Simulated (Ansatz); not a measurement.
# Electron scattering at the Σ9 (221) boundary in fcc Pt, starting shift (0.25, 0.5), part 3 of 3

Wanted: what the Σ9 (221) boundary in fcc Pt, starting shift (0.25, 0.5) costs an interconnect.

Ansatz 0.2.0; Ansatz plane-wave DFT, PBE, PAW files; relaxation of a bicrystal slab with its lowest layers held; PAW set soft_1 (the session's first sound run).

So far. Step 3 (Transmission across the boundary): Over the solved energies the transmission per spin lies between 2.44 and 2.94, out of 5.99 channels of the lead on average (up to 6.93). The log calls the step of a lead's potential too much. Step 4 (Specific resistance): Averaged over the energies near the Fermi level, 45.5 % of the channels pass, which makes 0.595 fΩ m².

**5. Single-crystal slab for reference**

The free faces cost energy too. A single-crystal slab with the same faces and held layers is relaxed, so that they cancel.

This step: Ansatz plane-wave DFT, PBE, PAW files; relaxation of a single-crystal slab with its lowest layers held; PAW set soft_1 (Ansatz 0.2.0).

System of this step: Pt slab, plane (2, 2, 1). The cell holds 30 atoms: 30 Pt. Its edges and angles: a = 2.773 Å, b = 8.319 Å, c = 29.955 Å, α = 90.0°, β = 90.0°, γ = 90.0°. It derives from Pt. Vacuum lies along c.

input.yaml reads:

```yaml
crystal:
  lattice:
    - [2.7731313745, 0.0, 0.0]
    - [0.0, 8.3193941234, 0.0]
    - [0.0, 0.0, 29.9553666657]
  atoms:
    - { symbol: Pt, position: [0.5000000005, 0.9444444446, 0.1669149991] }
    - { symbol: Pt, position: [5.0e-10, 0.2222222224, 0.1887352405] }
    - { symbol: Pt, position: [0.5000000005, 0.5000000002, 0.210555482] }
    - { symbol: Pt, position: [5.0e-10, 0.777777778, 0.2323757234] }
    - { symbol: Pt, position: [0.5000000005, 0.0555555557, 0.2541959649] }
    - { symbol: Pt, position: [4.0e-10, 0.3333333335, 0.2760162063] }
    - { symbol: Pt, position: [0.5000000004, 0.6111111113, 0.2978364478] }
    - { symbol: Pt, position: [4.0e-10, 0.888888889, 0.3196566892] }
    - { symbol: Pt, position: [0.5000000004, 0.1666666668, 0.3414769307] }
    - { symbol: Pt, position: [4.0e-10, 0.4444444446, 0.3632971721] }
    - { symbol: Pt, position: [0.5000000003, 0.7222222223, 0.3851174136] }
    - { symbol: Pt, position: [3.0e-10, 1.0e-10, 0.406937655] }
    - { symbol: Pt, position: [0.5000000003, 0.2777777779, 0.4287578965] }
    - { symbol: Pt, position: [3.0e-10, 0.5555555557, 0.4505781379] }
    - { symbol: Pt, position: [0.5000000003, 0.8333333334, 0.4723983794] }
    - { symbol: Pt, position: [3.0e-10, 0.1111111112, 0.4942186208] }
    - { symbol: Pt, position: [0.5000000002, 0.388888889, 0.5160388623] }
    - { symbol: Pt, position: [2.0e-10, 0.6666666667, 0.5378591037] }
    - { symbol: Pt, position: [0.5000000002, 0.9444444445, 0.5596793452] }
    - { symbol: Pt, position: [2.0e-10, 0.2222222223, 0.5814995866] }
    - { symbol: Pt, position: [0.5000000002, 0.5000000001, 0.6033198281] }
    - { symbol: Pt, position: [1.0e-10, 0.7777777778, 0.6251400695] }
    - { symbol: Pt, position: [0.5000000001, 0.0555555556, 0.6469603109] }
    - { symbol: Pt, position: [1.0e-10, 0.3333333334, 0.6687805524] }
    - { symbol: Pt, position: [0.5000000001, 0.6111111111, 0.6906007938] }
    - { symbol: Pt, position: [1.0e-10, 0.8888888889, 0.7124210353] }
    - { symbol: Pt, position: [0.5000000001, 0.1666666667, 0.7342412767] }
    - { symbol: Pt, position: [0.0, 0.4444444445, 0.7560615182] }
    - { symbol: Pt, position: [0.5, 0.7222222222, 0.7778817596] }
    - { symbol: Pt, position: [0.0, 0.0, 0.7997020011] }
kpoints:
  mp_grid: { grid: [8, 3, 1] }
hamiltonian:
  xc: pbe
  pseudopotentials: { kind: paw, azcp: { folder: soft_1 } }
scf:
  occupations: { method: fermi_dirac, width: 0.1 }
relax:
  f_tol: 0.03
  max_steps: 80
  constraints: [{ sites: [0, 1, 2, 3, 4] }]
```

Launch:

```bash
$ ansatz run input.yaml --threads 4 --pin off --max-ram 15360MiB --backend cpu --events-out ev --progress --plain --runs-dir out
```

Numbers of over 12 decimals in the logs are rounded to 6 here.

The log of the run:

```text
Warning: crystal.symmetry: narrowed to the stabiliser of the relax constraints — unitary ops 4 → 2; lowered at sites 0, 1, 2, 3, 4, 25, 26, 27, 28, 29 (the operations that carried what is held of a site onto what its image site leaves free; the constrained walk keeps no symmetry that its constraints do not admit)
[...]
Crystal: 30 atoms, lattice volume = 691.093 Å³
Basis set: ecut = 420 eV, 13555 PW (Γ), exchange–correlation on 40×120×432 points (8 copies of the dense FFT grid, shifted against one another)
Bands: 324, of which v1, the nominal top of the filled ones, is band 270 counted from 1 (269 counted from 0)
Symmetry: 2 space group operations
k-points: 10 of 24 (time reversal used)
[...]
SCF iter   1: F=—  HF=-375746.754854 eV  |F-HF|=—  |Δ(HF+E_count)|=         —  Δρ=7.21e-2  dr2=7.55e1  ethr=3.10e-3  ⟨swp⟩=6.1  Hψ=11958  notcnv=0  defer=83
[...]
SCF iter  10: F=-375736.584716 eV  HF=-375736.584724 eV  |F-HF|=7.68e-6  |Δ(HF+E_count)|=   1.05e-6  Δρ=2.16e-5  dr2=8.31e-6  ethr=4.17e-9  ⟨swp⟩=3.9  Hψ=8943  notcnv=0
SCF 1 converged in 10 iterations: F = -375736.584716 eV  dr2 = 8.31e-6
[...]
relax step   1: F+E_penalty+E_count = -375736.58471644 eV  Δ(F+E_penalty+E_count) = +0.000e0 eV  max|allowed force component| = 1.054e0 eV/Å  Δτ_max = 0.0000 Å  (10 SCF iters, dr2 threshold 2.25e-5 eV, accepted)
[...]
SCF iter   7: F=-375736.841936 eV  HF=-375736.841974 eV  |F-HF|=3.82e-5  |Δ(HF+E_count)|=   6.63e-6  Δρ=4.14e-5  dr2=4.15e-5  ethr=1.29e-8  ⟨swp⟩=3.0  Hψ=11527  notcnv=0
SCF 2 converged in 7 iterations: F = -375736.841936 eV  dr2 = 4.15e-5
relax step   2: F+E_penalty+E_count = -375736.84193591 eV  Δ(F+E_penalty+E_count) = -2.572e-1 eV  max|allowed force component| = 2.828e-1 eV/Å  Δτ_max = 0.1946 Å  (7 SCF iters, dr2 threshold 6.94e-5 eV, accepted)
[...]
SCF iter   8: F=-375737.002985 eV  HF=-375737.002989 eV  |F-HF|=3.07e-6  |Δ(HF+E_count)|=   1.21e-6  Δρ=1.39e-5  dr2=3.57e-6  ethr=9.26e-10  ⟨swp⟩=3.5  Hψ=12189  notcnv=0
SCF 3 converged in 8 iterations: F = -375737.002985 eV  dr2 = 3.57e-6
relax step   3: F+E_penalty+E_count = -375737.00298544 eV  Δ(F+E_penalty+E_count) = -1.610e-1 eV  max|allowed force component| = 9.499e-2 eV/Å  Δτ_max = 0.1911 Å  (8 SCF iters, dr2 threshold 5.00e-6 eV, accepted)
[...]
relax step   4: F+E_penalty+E_count = -375737.07155543 eV  Δ(F+E_penalty+E_count) = -6.857e-2 eV  max|allowed force component| = 3.558e-2 eV/Å  Δτ_max = 0.2000 Å  (11 SCF iters, accepted)
[...]
relax step   5: F+E_penalty+E_count = -375737.07672080 eV  Δ(F+E_penalty+E_count) = -5.165e-3 eV  max|allowed force component| = 3.304e-2 eV/Å  Δτ_max = 0.0651 Å  (10 SCF iters, accepted)
[...]
relax step   6: F+E_penalty+E_count = -375737.07899431 eV  Δ(F+E_penalty+E_count) = -2.274e-3 eV  max|allowed force component| = 1.443e-2 eV/Å  Δτ_max = 0.0594 Å  (9 SCF iters, accepted)
SCF iter   1: F=—  HF=-375737.090590 eV  |F-HF|=—  |Δ(HF+E_count)|=         —  Δρ=3.42e-3  dr2=4.60e-2  ethr=7.66e-5  ⟨swp⟩=4.2  Hψ=6815  notcnv=0  defer=280
[...]
SCF iter   8: F=-375737.079683 eV  HF=-375737.079683 eV  |F-HF|=4.89e-8  |Δ(HF+E_count)|=  8.73e-10  Δρ=1.55e-6  dr2=5.40e-8  ethr=1.85e-11  ⟨swp⟩=4.6  Hψ=10627  notcnv=0
SCF 7 converged in 8 iterations: F = -375737.079683 eV  dr2 = 5.40e-8
relax step   7: F+E_penalty+E_count = -375737.07968310 eV  Δ(F+E_penalty+E_count) = -6.888e-4 eV  max|allowed force component| = 5.126e-3 eV/Å  Δτ_max = 0.0394 Å  (8 SCF iters, accepted)
SCF converged after 8 iterations
Free energy (F): -375737.079683 eV
[...]
Internal energy: -375735.342544 eV  (E = F + TS)
E sigma→0 (E₀):  -375736.211113 eV
Entropy (-TS):   -1.737139 eV (-57.905 meV/atom)
Fermi energy:    13.350839 eV
[...]
--- Forces (eV/Å), atoms counted from 1 ---
  atom   1  Pt     0.00000000     0.33477205     0.42354005
  atom   2  Pt    -0.00000000     0.34427282    -0.22322828
  atom   3  Pt    -0.00000000    -0.26716773    -0.14221127
  atom   4  Pt    -0.00000000    -0.53681329    -0.65461035
  atom   5  Pt     0.00000000     0.12087246     0.61784631
  atom   6  Pt    -0.00000000    -0.00023436    -0.00249453
  atom   7  Pt    -0.00000000     0.00108732    -0.00180783
  atom   8  Pt    -0.00000000     0.00011277    -0.00239240
  atom   9  Pt    -0.00000000    -0.00133539    -0.00197140
  atom  10  Pt     0.00000000    -0.00025797    -0.00069828
  atom  11  Pt     0.00000000    -0.00035186     0.00192017
  atom  12  Pt     0.00000000     0.00158429    -0.00058747
  atom  13  Pt    -0.00000000     0.00092196    -0.00102996
  atom  14  Pt    -0.00000000    -0.00067041     0.00117513
  atom  15  Pt    -0.00000000    -0.00056767     0.00036490
  atom  16  Pt    -0.00000000     0.00059024    -0.00054241
  atom  17  Pt     0.00000000    -0.00008516    -0.00133456
  atom  18  Pt     0.00000000    -0.00005122     0.00070659
  atom  19  Pt    -0.00000000     0.00049330    -0.00009871
  atom  20  Pt    -0.00000000    -0.00289033    -0.00378060
  atom  21  Pt    -0.00000000     0.00061184    -0.00114506
  atom  22  Pt     0.00000000     0.00388620    -0.00088166
  atom  23  Pt     0.00000000    -0.00073881    -0.00334799
  atom  24  Pt     0.00000000    -0.00044358     0.00078262
  atom  25  Pt     0.00000000     0.00029394     0.00229709
  atom  26  Pt    -0.00000000     0.00176443    -0.00163957
  atom  27  Pt    -0.00000000     0.00225515    -0.00512649
  atom  28  Pt    -0.00000000    -0.00136132    -0.00160342
  atom  29  Pt    -0.00000000    -0.00115328     0.00128963
  atom  30  Pt     0.00000000     0.00070062     0.00064813
  max |Σ_I F_I| component: 9.70e-5 eV/Å
--- Relaxed structure (7 steps of the walk, 7 accepted, 0 SCFs on fresh bases) ---
  F+E_penalty+E_count = -375737.07968310 eV   max|allowed force component| = 5.126e-3 eV/Å
  atoms:
    - { symbol: Pt, position: [0.5, 0.944444, 0.166915] }
    - { symbol: Pt, position: [-5.240223456820064e-18, 0.222222, 0.188735] }
    - { symbol: Pt, position: [0.5, 0.500000, 0.210555] }
    - { symbol: Pt, position: [-5.240223456820064e-18, 0.777778, 0.232376] }
    - { symbol: Pt, position: [0.5, 0.055556, 0.254196] }
    - { symbol: Pt, position: [-2.020713266594422e-18, 0.337772, 0.278701] }
    - { symbol: Pt, position: [0.5, 0.619113, 0.300426] }
    - { symbol: Pt, position: [-1.607872578109758e-18, 0.897920, 0.322686] }
    - { symbol: Pt, position: [0.5, 0.175545, 0.344824] }
    - { symbol: Pt, position: [0, 0.455610, 0.367707] }
    - { symbol: Pt, position: [0.5, 0.735376, 0.390029] }
    - { symbol: Pt, position: [1.4605962989828922e-18, 0.014536, 0.412525] }
    - { symbol: Pt, position: [0.5, 0.292780, 0.434975] }
    - { symbol: Pt, position: [3.044416896544007e-18, 0.570903, 0.457486] }
    - { symbol: Pt, position: [0.5, 0.849029, 0.479739] }
    - { symbol: Pt, position: [4.301699817025511e-18, 0.128375, 0.502175] }
    - { symbol: Pt, position: [0.5, 0.406909, 0.525212] }
    - { symbol: Pt, position: [6.583915118050577e-18, 0.684853, 0.547719] }
    - { symbol: Pt, position: [0.5, 0.963712, 0.569153] }
    - { symbol: Pt, position: [7.51098452433416e-18, 0.242529, 0.592132] }
    - { symbol: Pt, position: [0.5, 0.520104, 0.615288] }
    - { symbol: Pt, position: [8.844342974190726e-18, 0.802245, 0.636884] }
    - { symbol: Pt, position: [0.5, 0.083812, 0.658977] }
    - { symbol: Pt, position: [1.2664505354023575e-17, 0.355823, 0.683710] }
    - { symbol: Pt, position: [0.5, 0.634296, 0.703549] }
    - { symbol: Pt, position: [8.605422179846645e-18, 0.919147, 0.723966] }
    - { symbol: Pt, position: [0.5, 0.204022, 0.754102] }
    - { symbol: Pt, position: [1.6573244831666144e-17, 0.475106, 0.774251] }
    - { symbol: Pt, position: [0.5, 0.741438, 0.792969] }
    - { symbol: Pt, position: [8.282024005438923e-18, 0.011434, 0.810977] }
```

It took 11 min on 4 threads of Arm Neoverse V1, shared host; peak memory 4.5 GiB; 46 min of CPU time.

Relaxation path:

| step | energy less that of the first step (eV) | largest force component (eV/Å) |
| --- | --- | --- |
| 1 | 0.0000 | 1.0539 |
| 2 | -0.2572 | 0.2828 |
| 3 | -0.4183 | 0.0950 |
| 4 | -0.4868 | 0.0356 |
| 5 | -0.4920 | 0.0330 |
| 6 | -0.4943 | 0.0144 |
| 7 | -0.4950 | 0.0051 |

The atoms that moved most (Å):

| atom | dx | dy | dz | length |
| --- | --- | --- | --- | --- |
| Pt27 | 0.000 | 0.311 | 0.595 | 0.671 |
| Pt28 | 0.000 | 0.255 | 0.545 | 0.602 |
| Pt24 | 0.000 | 0.187 | 0.447 | 0.485 |
| Pt29 | 0.000 | 0.160 | 0.452 | 0.479 |
| Pt25 | 0.000 | 0.193 | 0.388 | 0.433 |
| Pt23 | 0.000 | 0.235 | 0.360 | 0.430 |
| Pt26 | 0.000 | 0.252 | 0.346 | 0.428 |
| Pt22 | 0.000 | 0.204 | 0.352 | 0.406 |

The relaxed structure:

```xyz
30
Lattice="2.7731 0.0000 0.0000 0.0000 8.3194 0.0000 0.0000 0.0000 29.9554" Properties=species:S:1:pos:R:3
Pt    1.3866    7.8572    5.0000
Pt    0.0000    1.8488    5.6536
Pt    1.3866    4.1597    6.3073
Pt    0.0000    6.4706    6.9609
Pt    1.3866    0.4622    7.6145
Pt    0.0000    2.8101    8.3486
Pt    1.3866    5.1506    8.9994
Pt    0.0000    7.4702    9.6662
Pt    1.3866    1.4604   10.3293
Pt    0.0000    3.7904   11.0148
Pt    1.3866    6.1179   11.6835
Pt    0.0000    0.1209   12.3573
Pt    1.3866    2.4358   13.0298
Pt    0.0000    4.7496   13.7042
Pt    1.3866    7.0634   14.3708
Pt    0.0000    1.0680   15.0428
Pt    1.3866    3.3852   15.7329
Pt    0.0000    5.6976   16.4071
Pt    1.3866    8.0175   17.0492
Pt    0.0000    2.0177   17.7375
Pt    1.3866    4.3269   18.4312
Pt    0.0000    6.6742   19.0781
Pt    1.3866    0.6973   19.7399
Pt    0.0000    2.9602   20.4808
Pt    1.3866    5.2770   21.0751
Pt    0.0000    7.6467   21.6867
Pt    1.3866    1.6973   22.5894
Pt    0.0000    3.9526   23.1930
Pt    1.3866    6.1683   23.7537
Pt    0.0000    0.0951   24.2931
```

This step gave:

* free energy: -375737.0797 eV
* energy at zero smearing: -375736.2111 eV
* Fermi energy: 13.35 eV

The largest force component on a free atom ends at 0.0051 eV/Å, under the tolerance of 0.03, after 7 steps.

**6. Bulk reference**

The perfect crystal gives the energy per atom, for the atoms by which bicrystal and slab differ.

This step: Ansatz plane-wave DFT, PBE, PAW files; bulk reference; PAW set soft_1 (Ansatz 0.2.0).

System of this step: Pt. The structure is cubic, space group Fm-3m (No. 225). Conventional cell: a = 3.922 Å, b = 3.922 Å, c = 3.922 Å, α = 90.00°, β = 90.00°, γ = 90.00°. Nearest to Pt lie 12 Pt at 2.77 Å.

input.yaml, the sections that differ from step 5:

```yaml
crystal:
  lattice:
    - [0.0, 1.9609, 1.9609]
    - [1.9609, 0.0, 1.9609]
    - [1.9609, 1.9609, 0.0]
  atoms:
    - { symbol: Pt, position: [0.0, 0.0, 0.0] }
kpoints:
  mp_grid: { grid: [19, 19, 19] }
# hamiltonian, scf: as in step 5
# relax: removed
```

The log of the run:

```text
[...]
Crystal: 1 atoms, lattice volume = 15.080 Å³
Basis set: ecut = 420 eV, 283 PW (Γ)
Bands: 13, of which v1, the nominal top of the filled ones, is band 9 counted from 1 (8 counted from 0)
Symmetry: 48 space group operations
[...]
k-points: 220 of 6859
[...]
SCF iter   1: F=—  HF=-12525.052212 eV  |F-HF|=—  |Δ(HF+E_count)|=         —  Δρ=8.56e-2  dr2=1.05e0  ethr=3.10e-3  ⟨swp⟩=5.0  Hψ=14701  notcnv=0
[...]
SCF iter   6: F=-12524.721323 eV  HF=-12524.721323 eV  |F-HF|=2.77e-8  |Δ(HF+E_count)|=   2.88e-7  Δρ=1.66e-5  dr2=3.44e-8  ethr=5.56e-10  ⟨swp⟩=1.1  Hψ=7998  notcnv=0
SCF 1 converged in 6 iterations: F = -12524.721323 eV  dr2 = 3.44e-8
[...]
SCF converged after 6 iterations
Free energy (F): -12524.721323 eV
[...]
Internal energy: -12524.667168 eV  (E = F + TS)
E sigma→0 (E₀):  -12524.694245 eV
Entropy (-TS):   -0.054155 eV (-54.155 meV/atom)
Fermi energy:    23.406650 eV
[...]
```

Run time: 0.7 s. Hardware: 4 threads; peak memory 0.28 GiB; 2.2 s of CPU time.

This step gave:

```yaml
free_energy: -12524.7213 eV
energy_at_zero_smearing: -12524.6942 eV
fermi_energy: 23.41 eV
```

**7. Boundary energy**

This step: Ansatz plane-wave DFT, PBE, PAW files; bicrystal less single-crystal slab less bulk atoms, a boundary area; PAW set soft_1 (Ansatz 0.2.0).

This step gave:

```
excess energy of the cell : 0.8539 eV
boundary energy           : 0.5930 J/m²
```

The boundary costs 0.59 J/m².

By hand: 0.854 eV / 23.07 Å² × 16.02 = 0.593 J/m².

**8. Results**

```json
{"specific resistance of the boundary": "0.595 fΩ m²", "share of channels that pass": "0.455", "boundary energy": "0.593 J/m²"}
```

What this shows: The boundary has a specific resistance of 0.60 fΩ m² and an energy of 0.59 J/m². The boundary reflects 54 % of the channels; 0.60 fΩ m² is 6.0×10⁻¹² Ω·cm². That equals the resistance of 5.5 nm of bulk Pt at 300 K (measured 10.8 µΩ cm, CRC Handbook of Chemistry and Physics, 84th ed., 2003, Electrical Resistivity of Pure Metals). In the relaxation the upper grain slid sideways by about 1.3 Å, so the result belongs to the position that it found, not to the starting one. One starting structure was relaxed; another shift or atom count at the boundary may lie lower. Spin-orbit coupling is left out, which matters for Pt. A lead's potential steps by up to 28 meV from period to period, which the log calls too much, so longer leads could move the result.

[Logs are printed without paths, hosts, clocks, repeated set-up lines and the standing remarks that a program may print on its own settings, such as how far it seeks lower states.]

[Hosts, paths, dates, database ids (printed as entryN), source tags and the programs' standing remarks are cut or masked in the printed files.]
